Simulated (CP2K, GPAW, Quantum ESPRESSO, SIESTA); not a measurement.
**How far do other methods lie from plane waves? C(110) slab, H on the bottom face (210 atoms)**

One geometry of C(110) slab, H on the bottom face (210 atoms) is solved by several programs and methods. How far do their forces lie from a plane-wave PBE run?

Results are calculated, not measured.

### 1. The structure

The cell holds 210 atoms (180 C and 30 H), with edges of 12.61, 10.70 and 19.20 Å. Recipe: diamond-structure C (a = 3.567 Å), (110) slab of 6 atomic planes, 5 x 3 surface cells, H on the broken bonds of the bottom face, 12 Å of vacuum; displaced by a Gaussian of 0.02 Å. Then every atom was moved at random, 0.03 Å r.m.s. a Cartesian component (hydrogen 0.6 of that).

### 2. The reference input

Quantum ESPRESSO 7.5: Kohn-Sham DFT, PBE, SSSP efficiency 1.3.0 pseudopotentials, plane waves. Its input, pw.in:

```
&control
  calculation = 'scf'
  pseudo_dir = './pseudo'
  outdir = './tmp'
  disk_io = 'none'
  tprnfor = .true.
/
&system
  ibrav = 0
  nat = 210
  ntyp = 2
  ecutwfc = 60
  ecutrho = 480
  nosym = .true.
  occupations = 'smearing'
  smearing = 'fd'
  degauss = 0.003675
/
&electrons
  conv_thr = 1.1e-06
  electron_maxstep = 100
  mixing_beta = 0.2
  mixing_mode = 'local-TF'
  diagonalization = 'david'
/
ATOMIC_SPECIES
C 12.011 C.upf
H 1.008 H.upf
CELL_PARAMETERS angstrom
12.61125 0.00000 0.00000
0.00000 10.70100 0.00000
0.00000 0.00000 19.19561
ATOMIC_POSITIONS crystal
C 0.90047 0.16544 0.35868
C 0.99961 0.08516 0.35876
C 0.00217 0.99974 0.42430
C 0.89902 0.25417 0.42472
[... 204 atom lines left out ...]
H 0.70084 0.89406 0.31327
H 0.79850 0.69394 0.31268
K_POINTS gamma
```

```console
$ OMP_NUM_THREADS=1 pw.x -in pw.in > output.txt
```

It took 55 min on 1 thread of Arm Neoverse V2, shared host; peak memory 16 GiB.

It converged with an r.m.s. force component of 1.7 eV/Å.

Its highest filled and lowest empty levels lie 0.55 eV apart on its k-points.

### 3. The other programs

- CP2K 2026.2: Gaussian basis with GTH pseudopotentials and a plane-wave density; labels give functional, basis (MOLOPT sets; SR short-range, UZH the newer set with its own potentials), grid cutoff/relative cutoff and solver (OT: orbital transformation; TRS4, TC2, SIGN: linear-scaling purification with its sparsity filter), or its built-in tight binding.
- GPAW 26.7.0: PAW with atomic orbitals (LCAO), plane waves or a real-space grid of spacing h.
- Quantum ESPRESSO 7.5: plane waves; labels (QE) give functional, pseudopotential set and cutoffs of waves/density.
- SIESTA 5.4.2: numerical atomic orbitals, whose automatically made sets are far from complete, with PseudoDojo norm-conserving potentials that we converted to its format (checked against plane waves on the same files for H, C, O, Si, Ge and Ca alone); labels give functional, basis size, energy shift and mesh cutoff.

All use the same cell and atoms, and the electronic-structure runs the same k-mesh.

### 4. All runs compared

Differences are against the reference: forces as r.m.s. over components, share as that over the reference's r.m.s. force, slope as the fitted ratio of a run's forces to the reference's.

| run | Δ force, r.m.s. (meV/Å) | share (%) | slope | Δ gap (eV) | cores | CPU time | memory (GiB) |
| --- | --- | --- | --- | --- | --- | --- | --- |
| reference | - | - | - | - | 1 | 55 min | 16 |
| CP2K PBE, DZVP-MOLOPT-SR, 225/50 Ry, diagonalisation (coarse) | 44.5 | 2.58 | 1.014 | -0.0119 | 4 | 19 min | 3.6 |
| CP2K PBE, DZVP-MOLOPT-SR, 450/20 Ry, diagonalisation (coarse) | 36.9 | 2.14 | 1.013 | -0.0126 | 4 | 15 min | 6.6 |
| CP2K PBE, DZVP-MOLOPT-SR, 450/50 Ry, diagonalisation | 34.6 | 2.00 | 1.014 | -0.0121 | 4 | 21 min | 6.6 |
| CP2K PBE, SZV-MOLOPT-SR, 450/50 Ry, diagonalisation (coarse) | 549 | 31.8 | 1.267 | -0.0571 | 2 | 7.4 min | 4.8 |
| GPAW PBE, LCAO dzp, h 0.2 Å | 168 | 9.71 | 1.024 | -0.0215 | 4 | 20 min | 4.5 |
| GPAW PBE, LCAO dzp, h 0.2 Å, other mixer settings | 168 | 9.72 | 1.024 | -0.0216 | 4 | 23 min | 4.3 |
| QE PBE, sssp-1.3.0-efficiency, 35/280 Ry (coarse) | 12.3 | 0.715 | 0.998 | -2.0e-4 | 4 | 32 min | 7.5 |
| SIESTA PBE, DZ, shift 0.01 Ry, mesh 300 Ry (coarse) | 233 | 13.5 | 1.067 | 0.0055 | 2 | 4.2 min | 1.5 |
| SIESTA PBE, DZP, shift 0.01 Ry, mesh 300 Ry | 200 | 11.6 | 1.034 | -0.0283 | 4 | 16 min | 3.1 |
| SIESTA PBE, DZP, shift 0.04 Ry, mesh 300 Ry (coarse) | 114 | 6.59 | 1.020 | - | 4 | 7.9 min | 2.3 |
| SIESTA PBE, SZP, shift 0.01 Ry, mesh 300 Ry (coarse) | 631 | 36.6 | 1.052 | -0.0961 | 4 | 9.2 min | 2.5 |

Rows marked coarse were listed beforehand as settings not expected to be converged; some can still land near the reference.

CPU time is summed over cores on shared hosts, so it is rough.

### 5. What came out

Forces lie from 0.71 % (QE PBE, sssp-1.3.0-efficiency, 35/280 Ry, coarse) to 37 % (SIESTA PBE, SZP, shift 0.01 Ry, mesh 300 Ry, coarse) of the reference's r.m.s. force of 1.7 eV/Å away from it. The PBE runs in local orbitals, coarse settings apart, differ by 2.0 % (CP2K PBE, DZVP-MOLOPT-SR, 450/50 Ry, diagonalisation) to 12 % (SIESTA PBE, DZP, shift 0.01 Ry, mesh 300 Ry); basis, grid and potentials can all enter. Runs with settings chosen to be coarse differ by 0.71 % (QE PBE, sssp-1.3.0-efficiency, 35/280 Ry) to 37 % (SIESTA PBE, SZP, shift 0.01 Ry, mesh 300 Ry), their programs' other errors included. CP2K PBE, SZV-MOLOPT-SR, 450/50 Ry, diagonalisation stiffens the forces by a factor of 1.27 while following their directions (correlation 0.991); the slopes of the 4 CP2K runs lie between 1.01 and 1.27.

In GPAW PBE, LCAO dzp, h 0.2 Å the difference has nearly one length on every H (0.50 eV/Å) and points along its bond, outwards: this method prefers longer bonds, and stiff bonds to hydrogen turn a small shift into a large force. From CP2K PBE, DZVP-MOLOPT-SR, 225/50 Ry, diagonalisation to the finer CP2K PBE, DZVP-MOLOPT-SR, 450/50 Ry, diagonalisation the share falls from 2.6 to 2.0 %. Gaps at PBE, coarse settings apart, lie -0.03 to -0.01 eV from the reference's, on k-points that hold the band edges only if these fold onto them.

**Limits.** The runs have no spin polarisation, so any moments at edges, vacancies or dangling bonds can't form. The electronic-structure runs sample only Γ, in a cell whose shortest periodic width is 11 Å. The slab repeats along its normal with no dipole correction. Where levels are smeared, the DFT runs use Fermi–Dirac occupations at 580 K (0.05 eV), and energies are free energies. The atoms were displaced at random, and shares hang on the size of the forces that this gives. The reference's cutoffs and mesh weren't converged further here.

[Logs are printed without paths, hosts, clocks, repeated set-up lines and the standing remarks that a program may print on its own settings, such as how far it seeks lower states.]

[Hosts, paths, dates, database ids (printed as entryN), source tags and the programs' standing remarks are cut or masked in the printed files.]

[Cells were taken only where this reference lay near another plane-wave run.]
